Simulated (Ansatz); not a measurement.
# A hypothetical structure for YFeCuSi2

This structure for YFeCuSi2 is made up. Its elements were placed in a known structure type with a cell scaled to their sizes. What cell does the guess relax to, and how far off was it?

Method: DFT, PBEsol, plane-wave PAW, files of the set soft_1, scalar-relativistic, ferromagnetic start, cell and ions relaxed at zero pressure; PAW set soft_1, in the first sound run; inputs show where later runs differ, in Ansatz 0.2.0.

**1. Starting point**

The structure is tetragonal, space group I-4m2 (No. 119). Conventional cell: a = 3.914 Å, b = 3.914 Å, c = 9.783 Å, α = 90.00°, β = 90.00°, γ = 90.00°. Nearest to Y lie 8 Si at 3.01 Å and 4 Cu at 3.13 Å and 4 Fe at 3.13 Å. Nearest to Cu lie 4 Si at 2.33 Å and 4 Fe at 2.77 Å and 4 Y at 3.13 Å. Nearest to Fe lie 4 Si at 2.33 Å and 4 Cu at 2.77 Å and 4 Y at 3.13 Å. Nearest to Si lie 2 Fe at 2.33 Å and 2 Cu at 2.33 Å and 1 Si at 2.36 Å and 4 Y at 3.01 Å. Farther neighbours are not listed.

**2. Relaxing cell and atoms**

The guess takes its coordinates from another compound and its volume from a rule, so the cell and any free coordinates are relaxed together.

input.yaml reads:

```yaml
crystal:
  lattice:
    - [-1.957, 1.957, 4.8915]
    - [1.957, -1.957, 4.8915]
    - [1.957, 1.957, -4.8915]
  atoms:
    - { symbol: "Y", position: [0.0, 0.0, 0.0] }
    - { symbol: Cu, position: [0.25, 0.75, 0.5], spin: 0.6 }
    - { symbol: Fe, position: [0.75, 0.25, 0.5], spin: 3.0 }
    - { symbol: Si, position: [0.3793, 0.3793, 0.0] }
    - { symbol: Si, position: [0.6207, 0.6207, 0.0] }
magnetization:
  spin_polarized: true
kpoints:
  mp_grid: { grid: [10, 10, 10] }
scf:
  occupations: { method: fermi_dirac, width: 0.05 }
hamiltonian:
  xc: pbesol
  pseudopotentials: { kind: paw, azcp: { folder: soft_1 }, xc_functional: pbe }
relax:
  f_tol: 0.015
  max_steps: 70
  cell: {}
output:
  forces: true
  stress: true
```

On the command line:

```console
$ ansatz run input.yaml --threads 4 --pin off --max-ram 8192MiB --backend cpu --events-out ev --progress --plain --runs-dir out
```

Numbers of over 12 decimals in the logs are rounded to 6 here.

Output:

```text
basis.fft_grid_basis auto: the FFT boxes are laid along the combinations [[1, 0, 1], [0, 1, 1], [0, 0, 1]] of the cell's own vectors, 3.914, 3.914 and 5.620 Å long. The dense box has 27×27×40 points. Along the cell's own vectors, as sized, it would have 40×40×40, 2.19 times as many. Of the 8 symmetry operations that the crystal satisfies within crystal.symmetry.tolerance (time reversal apart; of a slab, those that ke [...]
Engine: ansatz 0.2.0, aarch64-unknown-linux-gnu
Pseudopotentials: kind: paw
Pseudopotential: Y, paw, valence charge 11, recommended cutoff 420 eV (normal), soft_1/Y.paw.azcp
Pseudopotential: Cu, paw, valence charge 19, recommended cutoff 420 eV (normal), soft_1/Cu.paw.azcp
Pseudopotential: Fe, paw, valence charge 16, recommended cutoff 420 eV (normal), soft_1/Fe.paw.azcp
Pseudopotential: Si, paw, valence charge 4, recommended cutoff 420 eV (normal), soft_1/Si.paw.azcp
Functional definition: PBEsol
  exchange = pbesol_x
  correlation = pbesol_c
Crystal: 5 atoms, lattice volume = 74.935 Å³
Basis set: ecut = 420 eV, 1493 PW (Γ), FFT grids on a1+a3, a2+a3, a3, exchange–correlation on 54×54×80 points (8 copies of the dense FFT grid, shifted against one another)
Bands: 35, of which v1, the nominal top of the filled ones, is band 27 counted from 1 (26 counted from 0)
Symmetry: 8 space group operations
Space group: I-4m2 (ITA 119), of the structure as read, at distance tolerance 4.2e-5 Å
Magnetic group: BNS 119.315 (UNI 975), of the structure as read, at distance tolerance 4.2e-5 Å
k-points: 102 of 1000 (time reversal used)
Non-local potential: Y, projectors of the file, l = 0: 3, l = 1: 2, l = 2: 2, l = 3: 1
Non-local potential: Cu, projectors of the file, l = 0: 3, l = 1: 2, l = 2: 3, l = 3: 1
Non-local potential: Fe, projectors of the file, l = 0: 3, l = 1: 2, l = 2: 3, l = 3: 1
Non-local potential: Si, projectors of the file, l = 0: 2, l = 1: 2, l = 2: 1
PAW form: soft (Blöchl's): semilocal exchange-correlation on the pseudo side does not see the compensation charge
PAW frozen core: Y, regenerated for the run's functional, and the local potential with it (the file was generated under x = pbe(κ = 0.804, μ = 0.219515), c = pbe(β = 0.066725))
PAW frozen core: Cu, regenerated for the run's functional, and the local potential with it (the file was generated under x = pbe(κ = 0.804, μ = 0.219515), c = pbe(β = 0.066725))
PAW frozen core: Fe, regenerated for the run's functional, and the local potential with it (the file was generated under x = pbe(κ = 0.804, μ = 0.219515), c = pbe(β = 0.066725))
PAW frozen core: Si, regenerated for the run's functional, and the local potential with it (the file was generated under x = pbe(κ = 0.804, μ = 0.219515), c = pbe(β = 0.066725))
PAW one-centre angular grid: Y, 590 points (default); XC on 64 Gauss nodes
PAW one-centre angular grid: Cu, 590 points (default); XC on 64 Gauss nodes
PAW one-centre angular grid: Fe, 590 points (default); XC on 64 Gauss nodes
PAW one-centre angular grid: Si, 110 points (default); XC on 64 Gauss nodes
Initial density: superposition of atomic densities (chi_scale 0.1, normalization cell, long waves kept (reshape's long-wave potential 0.00 eV rms))
Starting moments: Σ|m| = 3.6 μB on 2 of 5 sites
Initial wavefunctions: pseudopotential atomic-orbital guess
Functional: x = pbesol(κ = 0.804, μ = 0.123457), c = pbesol(β = 0.046)
SCF iter   1: F=—  HF=-16090.182880 eV  |F-HF|=—  |Δ(HF+E_count)|=         —  Δρ=3.18e-1 (↑3.05e-1 ↓3.18e-1)  dr2=2.42e2  dr2_m=4.08e-1  M=2.391 μB ∫|m|=2.797 μB  β_m=0.30  ethr=3.10e-3  ⟨swp⟩=6.2  Hψ=29450  notcnv=0  defer=2
Mixer restart at iter 1: flushing history
preconditioner: auto → Kerker (q_TF=auto, 2.583 Å⁻¹)  [metal: Δε(μ)=0.003 eV  Ē_g=9.708 eV  σ=0.050 eV  W_gap=0.02  n_scr=24 (ndim 8)  ℏωp=25.7 eV  f_vac=0.000  D(μ)=6.65/eV (n_scr^D=78)]
spin=Collinear: Kerker preconditioning applied to the charge; magnetization (m = ρ↑ − ρ↓) channel mixes plain (no charge-response kernel on spin).
SCF iter   2: F=—  HF=-16090.338339 eV  |F-HF|=—  |Δ(HF+E_count)|=   1.55e-1  Δρ=1.44e-1 (↑1.35e-1 ↓1.44e-1)  dr2=2.91e1  dr2_m=8.90e-2  M=2.708 μB ∫|m|=2.894 μB  β_m=0.26  ethr=3.10e-3  ⟨swp⟩=4.0  Hψ=24198  notcnv=0  defer=189
SCF iter   3: F=—  HF=-16079.262981 eV  |F-HF|=—  |Δ(HF+E_count)|=    1.11e1  Δρ=6.28e-2 (↑5.80e-2 ↓6.28e-2)  dr2=5.13e0  dr2_m=6.64e-2  M=2.618 μB ∫|m|=2.832 μB  β_m=0.36  ethr=3.10e-3  ⟨swp⟩=4.0  Hψ=20411  notcnv=0  defer=326
SCF iter   4: F=—  HF=-16078.165004 eV  |F-HF|=—  |Δ(HF+E_count)|=    1.10e0  Δρ=1.94e-2 (↑1.25e-2 ↓1.94e-2)  dr2=5.97e-1  dr2_m=6.92e-2  M=2.452 μB ∫|m|=2.718 μB  β_m=0.68  ethr=3.10e-3  ⟨swp⟩=2.2  Hψ=15610  notcnv=0  defer=329
SCF iter   5: F=—  HF=-16078.904084 eV  |F-HF|=—  |Δ(HF+E_count)|=   7.39e-1  Δρ=2.41e-2 (↑2.41e-2 ↓2.36e-2)  dr2=7.66e-1  dr2_m=8.51e-2  M=2.198 μB ∫|m|=2.498 μB  β_m=0.84  ethr=1.11e-3  ⟨swp⟩=2.8  Hψ=15046  notcnv=0  defer=330
SCF iter   6: F=—  HF=-16079.151360 eV  |F-HF|=—  |Δ(HF+E_count)|=   2.47e-1  Δρ=2.93e-2 (↑2.26e-2 ↓2.93e-2)  dr2=1.57e0  dr2_m=1.33e-2  M=1.993 μB ∫|m|=2.272 μB  β_m=0.69  ethr=1.11e-3  ⟨swp⟩=2.3  Hψ=14987  notcnv=0  defer=341
SCF iter   7: F=—  HF=-16078.969457 eV  |F-HF|=—  |Δ(HF+E_count)|=         —  Δρ=2.09e-2 (↑2.09e-2 ↓4.09e-3)  dr2=3.96e-1  dr2_m=6.86e-2  M=1.594 μB ∫|m|=1.857 μB  β_m=0.69  ethr=1.11e-3  ⟨swp⟩=3.0  Hψ=15052  notcnv=0  defer=345
Mixer restart at iter 7: flushing history
SCF iter   8: F=—  HF=-16079.009957 eV  |F-HF|=—  |Δ(HF+E_count)|=   4.05e-2  Δρ=1.40e-2 (↑1.10e-2 ↓1.40e-2)  dr2=2.88e-1  dr2_m=2.40e-3  M=1.603 μB ∫|m|=1.862 μB  β_m=0.57  ethr=7.33e-4  ⟨swp⟩=2.6  Hψ=15261  notcnv=0  defer=342
SCF iter   9: F=—  HF=-16078.949152 eV  |F-HF|=—  |Δ(HF+E_count)|=   6.08e-2  Δρ=4.82e-3 (↑4.82e-3 ↓2.43e-3)  dr2=4.14e-2  dr2_m=3.46e-3  M=1.594 μB ∫|m|=1.846 μB  β_m=0.57  ethr=5.33e-4  ⟨swp⟩=2.2  Hψ=13798  notcnv=0  defer=341
SCF iter  10: F=—  HF=-16078.949706 eV  |F-HF|=—  |Δ(HF+E_count)|=   5.54e-4  Δρ=5.46e-3 (↑5.46e-3 ↓4.77e-3)  dr2=3.08e-2  dr2_m=4.40e-3  M=1.564 μB ∫|m|=1.815 μB  β_m=0.44  ethr=7.67e-5  ⟨swp⟩=2.0  Hψ=11775  notcnv=0  defer=338
SCF iter  11: F=—  HF=-16078.942969 eV  |F-HF|=—  |Δ(HF+E_count)|=   6.74e-3  Δρ=2.03e-3 (↑1.21e-3 ↓2.03e-3)  dr2=3.04e-3  dr2_m=5.60e-4  M=1.566 μB ∫|m|=1.813 μB  β_m=0.72  ethr=5.70e-5  ⟨swp⟩=2.0  Hψ=11593  notcnv=0  defer=338
SCF iter  12: F=—  HF=-16078.943504 eV  |F-HF|=—  |Δ(HF+E_count)|=   5.35e-4  Δρ=8.70e-4 (↑5.51e-4 ↓8.70e-4)  dr2=1.38e-3  dr2_m=9.51e-5  M=1.546 μB ∫|m|=1.787 μB  β_m=0.78  ethr=5.64e-6  ⟨swp⟩=2.2  Hψ=9294  notcnv=0  defer=338
[...]
SCF iter   6: F=—  HF=-16078.954601 eV  |F-HF|=—  |Δ(HF+E_count)|=   3.37e-5  Δρ=2.09e-4 (↑2.09e-4 ↓2.03e-4)  dr2=2.32e-5  dr2_m=2.52e-5  M=1.500 μB ∫|m|=1.723 μB  β_m=0.90  ethr=2.23e-7  ⟨swp⟩=2.0  Hψ=9746  notcnv=0
SCF iter   7: F=—  HF=-16078.954594 eV  |F-HF|=—  |Δ(HF+E_count)|=   6.66e-6  Δρ=4.10e-5 (↑1.60e-5 ↓4.10e-5)  dr2=1.93e-6  dr2_m=1.72e-7  M=1.497 μB ∫|m|=1.719 μB  β_m=0.87  ethr=4.30e-8  ⟨swp⟩=2.0  Hψ=10280  notcnv=0
SCF iter   8: F=—  HF=-16078.954596 eV  |F-HF|=—  |Δ(HF+E_count)|=   1.81e-6  Δρ=2.44e-5 (↑1.21e-5 ↓2.44e-5)  dr2=9.19e-7  dr2_m=3.17e-8  M=1.497 μB ∫|m|=1.720 μB  β_m=0.94  ethr=3.57e-9  ⟨swp⟩=2.0  Hψ=8783  notcnv=0
SCF iter   9: F=—  HF=-16078.954596 eV  |F-HF|=—  |Δ(HF+E_count)|=   7.73e-7  Δρ=2.84e-6 (↑1.90e-6 ↓2.84e-6)  dr2=1.69e-8  dr2_m=2.14e-10  M=1.498 μB ∫|m|=1.721 μB  β_m=0.88  ethr=1.70e-9  ⟨swp⟩=2.0  Hψ=11009  notcnv=0
SCF iter  10: F=-16078.954596 eV  HF=-16078.954597 eV  |F-HF|=1.20e-7  |Δ(HF+E_count)|=   3.70e-8  Δρ=8.15e-6 (↑3.19e-6 ↓8.15e-6)  dr2=1.24e-7  dr2_m=4.45e-9  M=1.498 μB ∫|m|=1.721 μB  ethr=3.13e-11  ⟨swp⟩=1.0  Hψ=20524  notcnv=0
SCF 3 converged in 10 iterations: F = -16078.954596 eV  dr2 = 1.24e-7
relax step   3: F+E_penalty+E_count = -16078.95459639 eV  Δ(F+E_penalty+E_count) = -3.115e-3 eV  max|allowed force component| = 5.356e-4 eV/Å  Δτ_max = 0.0127 Å  P = +0.270 GPa  Ω = 74.779 Å³  energy of the carried Pulay correction = +4.293e-5 eV  (10 SCF iters, dr2 threshold 5.00e-7 eV, accepted)
[...]
relax step   4: F+E_penalty+E_count = -16078.95468220 eV  Δ(F+E_penalty+E_count) = -8.580e-5 eV  max|allowed force component| = 6.449e-4 eV/Å  Δτ_max = 0.0002 Å  P = +0.006 GPa  Ω = 74.926 Å³  energy of the carried Pulay correction = +2.480e-6 eV  (10 SCF iters, dr2 threshold 2.10e-7 eV, accepted)
Initial wavefunctions: pseudopotential atomic-orbital guess (no wavefunctions were taken with the density)
iter 1 solved again at ethr=5.10e-7 eV; its pass at ethr=3.10e-3 eV (dr2=2.75e-4 eV) is discarded
SCF iter   1: F=—  HF=-16078.954682 eV  |F-HF|=—  |Δ(HF+E_count)|=         —  Δρ=1.39e-6 (↑1.39e-6 ↓1.31e-6)  dr2=3.33e-9  dr2_m=4.39e-11  M=1.504 μB ∫|m|=1.729 μB  β_m=0.65  ethr=5.10e-7  ⟨swp⟩=3.0  Hψ=47545  notcnv=0
eigensolver tolerance schedule: the retry pair's looser diagonalisation over-reported the residual by 82692.41 of it (diagonalisation noise at an unbounded share of the residual, at the tolerance the schedule requests for it); recorded, not acted on — ethr = c·dr2/N_el stays at c = 1.0e-1
preconditioner: auto → Kerker (q_TF=auto, 2.333 Å⁻¹)  [metal: Δε(μ)=0.004 eV  Ē_g=10.046 eV  σ=0.050 eV  W_gap=0.02  n_scr=14 (ndim 8)  ℏωp=25.7 eV  f_vac=0.000  D(μ)=2.68/eV (n_scr^D=22)]
spin=Collinear: Kerker preconditioning applied to the charge; magnetization (m = ρ↑ − ρ↓) channel mixes plain (no charge-response kernel on spin).
SCF iter   2: F=—  HF=-16078.954680 eV  |F-HF|=—  |Δ(HF+E_count)|=   1.53e-6  Δρ=2.20e-6 (↑2.10e-6 ↓2.20e-6)  dr2=6.11e-9  dr2_m=7.78e-10  M=1.504 μB ∫|m|=1.729 μB  β_m=0.30  ethr=6.17e-12  ⟨swp⟩=3.1  Hψ=16467  notcnv=0
SCF iter   3: F=—  HF=-16078.954680 eV  |F-HF|=—  |Δ(HF+E_count)|=   1.48e-9  Δρ=8.50e-7 (↑5.22e-7 ↓8.50e-7)  dr2=6.88e-10  dr2_m=2.29e-10  M=1.504 μB ∫|m|=1.729 μB  β_m=0.50  ethr=6.17e-12  ⟨swp⟩=2.0  Hψ=9680  notcnv=0
SCF iter   4: F=—  HF=-16078.954680 eV  |F-HF|=—  |Δ(HF+E_count)|=  6.20e-10  Δρ=7.89e-7 (↑5.54e-7 ↓7.89e-7)  dr2=4.98e-10  dr2_m=2.51e-10  M=1.504 μB ∫|m|=1.729 μB  β_m=0.75  ethr=1.27e-12  ⟨swp⟩=2.0  Hψ=8022  notcnv=0
SCF iter   5: F=—  HF=-16078.954680 eV  |F-HF|=—  |Δ(HF+E_count)|=  7.59e-10  Δρ=3.54e-7 (↑2.09e-7 ↓3.54e-7)  dr2=1.01e-10  dr2_m=4.02e-11  M=1.504 μB ∫|m|=1.729 μB  β_m=0.87  ethr=1.00e-12  ⟨swp⟩=2.1  Hψ=10871  notcnv=0
SCF iter   6: F=—  HF=-16078.954680 eV  |F-HF|=—  |Δ(HF+E_count)|=  3.66e-10  Δρ=6.24e-7 (↑4.68e-7 ↓6.24e-7)  dr2=6.82e-10  dr2_m=6.85e-12  M=1.504 μB ∫|m|=1.729 μB  β_m=0.71  ethr=1.00e-12  ⟨swp⟩=2.0  Hψ=11077  notcnv=0  recentre
SCF iter   7: F=—  HF=-16078.954680 eV  |F-HF|=—  |Δ(HF+E_count)|=  3.37e-10  Δρ=1.13e-7 (↑1.13e-7 ↓1.03e-7)  dr2=2.04e-11  dr2_m=9.16e-13  M=1.504 μB ∫|m|=1.729 μB  β_m=0.85  ethr=1.00e-12  ⟨swp⟩=2.0  Hψ=10931  notcnv=0
SCF iter   8: F=-16078.954680 eV  HF=-16078.954680 eV  |F-HF|=3.46e-11  |Δ(HF+E_count)|=  3.09e-11  Δρ=1.30e-7 (↑8.42e-8 ↓1.30e-7)  dr2=3.55e-11  dr2_m=4.74e-13  M=1.504 μB ∫|m|=1.729 μB  ethr=1.00e-12  ⟨swp⟩=3.0  Hψ=22474  notcnv=0
SCF 5 converged in 8 iterations: F = -16078.954680 eV  dr2 = 3.55e-11
relax step   5: F+E_penalty+E_count = -16078.95468028 eV  Δ(F+E_penalty+E_count) = +1.918e-6 eV  max|allowed force component| = 5.077e-4 eV/Å  Δτ_max = 0.0000 Å  P = +0.006 GPa  Ω = 74.926 Å³  stress off target by 1.13e-2 GPa  SCF on the basis re-selected at this cell (its energy is not comparable with the rows above)  (8 SCF iters)
basis re-selected at this cell: Δ(F+E_penalty+E_count) = +1.918e-6 eV, ΔP = -0.000 GPa vs the last step (what re-selecting the basis moved, of the pressure what is left beyond the Pulay correction that the steps carried, after the strain that the cell walked since its last selection, with what the two solves' SCF thresholds leave and, on support functions, any second-order correction that the steps lacked; it is no m [...]
SCF converged after 8 iterations
Magnetization: 1.5044 μB (27.7522 up, 26.2478 down)
Absolute magnetization: 1.7293 μB (∫|ρ↑−ρ↓|, with the PAW one-centre terms)
Spin contamination: 0.0831 ħ² per cell (⟨S²⟩ above its minimum at these occupations)
Per-site moments (μB) at R_I (Å): [(0.025136, 1.245631), (0.057805, 0.955551), (1.343464, 0.955551), (-0.010178, 0.955551), (-0.010178, 0.955551)]
Free energy (F): -16078.954680 eV
Harris-Foulkes:  -16078.954680 eV  (|F-HF|=3.46e-11)
Internal energy: -16078.932015 eV  (E = F + TS)
E sigma→0 (E₀):  -16078.943348 eV
Entropy (-TS):   -0.022665 eV (-4.533 meV/atom)
Fermi energy:    13.431858 eV
--- Per-component energies (eV) ---
  E_band       = -740.537200
  E_kinetic    = 1001.973085
  E_local      = -9592.488418  (includes V_loc(G=0)·N_el)
  E_nonlocal   = 1247.874978
  E_hartree    = 4119.569816
  E_xc         = -474.147042
  E_vxc        = -539.850953  (∫ρ·V_xc dr)
  E_paw        = -6883.329574  (= ΣΔE_a)
  E_vpaw       = -1097.185812  (= ΣTr[D̂ρ^β])
  E_aug_tail   = 0.000079  (compensation charges beyond the density's cutoff)
  E_ewald      = -5498.982239
  E_core_change = 0.597299  (= ΣΔE_core)
  E_smearing   = -0.022665  (= −TS)
  E_closure    = 0.000000  (closes the sum)
  Σ components = -16078.954680   (vs F -16078.954680, Δ=0.00e0)
--- Forces (eV/Å), atoms counted from 1 ---
  atom   1  Y      0.00000000    -0.00000000     0.00000000
  atom   2  Cu     0.00000000     0.00000000     0.00000000
  atom   3  Fe    -0.00000000     0.00000000     0.00000000
  atom   4  Si     0.00000000     0.00000000    -0.00050771
  atom   5  Si    -0.00000000     0.00000000     0.00050771
  max |Σ_I F_I| component: 2.08e-17 eV/Å
--- Stress (GPa, compression-positive) ---
        0.003431       0.000000       0.000000
        0.000000       0.003431       0.000000
        0.000000       0.000000       0.011300
  P = ⅓ Tr σ = 0.0061 GPa (0.061 kbar)
--- Relaxed structure (4 steps of the walk, 4 accepted, 1 SCFs on fresh bases) ---
  F+E_penalty+E_count = -16078.95468028 eV   max|allowed force component| = 5.077e-4 eV/Å   (the final SCF, on the basis selected at the relaxed cell)
  cell:  # Å, volume = 74.9258 Å³
    - [-1.957806, 1.957806, 4.886887]
    - [1.957806, -1.957806, 4.886887]
    - [1.957806, 1.957806, -4.886887]
  atoms:
    - { symbol: Y, position: [0, 0, 0] }
    - { symbol: Cu, position: [0.250000, 0.75, 0.500000] }
    - { symbol: Fe, position: [0.75, 0.250000, 0.500000] }
    - { symbol: Si, position: [0.376685, 0.376685, 2.3834911866910366e-19] }
    - { symbol: Si, position: [0.623315, 0.623315, 0] }
```

It took 72 s on 4 threads of Arm Neoverse V2, shared host; peak memory 0.68 GiB; 4.7 min of CPU time.

The steps of the relaxation:

| step | energy less that of the first step (eV) | largest force component (eV/Å) | pressure (GPa) | volume (Å³) |
| --- | --- | --- | --- | --- |
| 1 | 0.0000 | 0.4584 | -0.19 | 74.93 |
| 2 | -0.0081 | 0.2300 | -0.43 | 75.10 |
| 3 | -0.0112 | 0.0005 | 0.27 | 74.78 |
| 4 | -0.0113 | 0.0006 | 0.01 | 74.93 |
| 5* | -0.0113 | 0.0005 | 0.01 | 74.93 |

Relaxation steps marked * repeat the geometry before them on a plane-wave basis chosen anew for their cell, so energy and pressure can jump there.

The run keeps the 8 symmetry operations that it works with, so distortions that break them were not tested.

| conventional cell, symmetrised | before | after | change |
| --- | --- | --- | --- |
| a (Å) | 3.914 | 3.916 | +0.0 % |
| b (Å) | 3.914 | 3.916 | +0.0 % |
| c (Å) | 9.783 | 9.774 | -0.1 % |
| volume (Å³/atom) | 14.99 | 14.99 | -0.0 % |

The atoms that moved most (Å, as changes of fractional coordinates times the final cell):

```csv
atom,dx,dy,dz,length
Si5,0.000,0.000,0.026,0.026
Si4,0.000,0.000,-0.026,0.026
```

Final coordinates:

```cif
data_structure
_symmetry_space_group_name_H-M 'P 1'
_symmetry_Int_Tables_number 1
_cell_length_a 5.6167
_cell_length_b 5.6167
_cell_length_c 5.6167
_cell_angle_alpha 139.201
_cell_angle_beta 139.201
_cell_angle_gamma 59.069
_cell_volume 74.93
loop_
_atom_site_label
_atom_site_type_symbol
_atom_site_fract_x
_atom_site_fract_y
_atom_site_fract_z
_atom_site_occupancy
Y1 Y 0.00000 0.00000 0.00000 1
Cu2 Cu 0.25000 0.75000 0.50000 1
Fe3 Fe 0.75000 0.25000 0.50000 1
Si4 Si 0.37668 0.37668 0.00000 1
Si5 Si 0.62332 0.62332 0.00000 1
```

Numbers from this step:

- free energy: -16078.9547 eV
- energy at zero smearing: -16078.9433 eV
- smearing term TS: 0.02267 eV
- Fermi energy: 13.43 eV
- magnetization: 1.504 μB
- absolute magnetization: 1.729 μB
- site moments: 0.02514, 0.05781, 1.343, -0.01018, -0.01018 μB
- electrons: 54
- symmetry operations: 8
- pressure: 0.006054 GPa

Site moment by atom:

```csv
atom,site moment (μB)
Y1,0.03
Cu2,0.06
Fe3,1.34
Si4,-0.01
Si5,-0.01
```

Shortest distances by pair of elements, guess and relaxed (not always the same contact):

```
 pair  guess (Å)  relaxed (Å)
Cu–Si      2.330        2.316
Fe–Si      2.330        2.316
Si–Si      2.362        2.411
Cu–Fe      2.768        2.769
 Si–Y      3.009        3.020
```

The relaxation ends with a largest force component of 5.1e-4 eV/Å and a pressure of 0.01 GPa.

[end of part 1 of 2]

[Logs are printed without paths, hosts, clocks, repeated set-up lines and the standing remarks that a program may print on its own settings, such as how far it seeks lower states.]

[Hosts, paths, dates, database ids (printed as entryN), source tags and the programs' standing remarks are cut or masked in the printed files.]
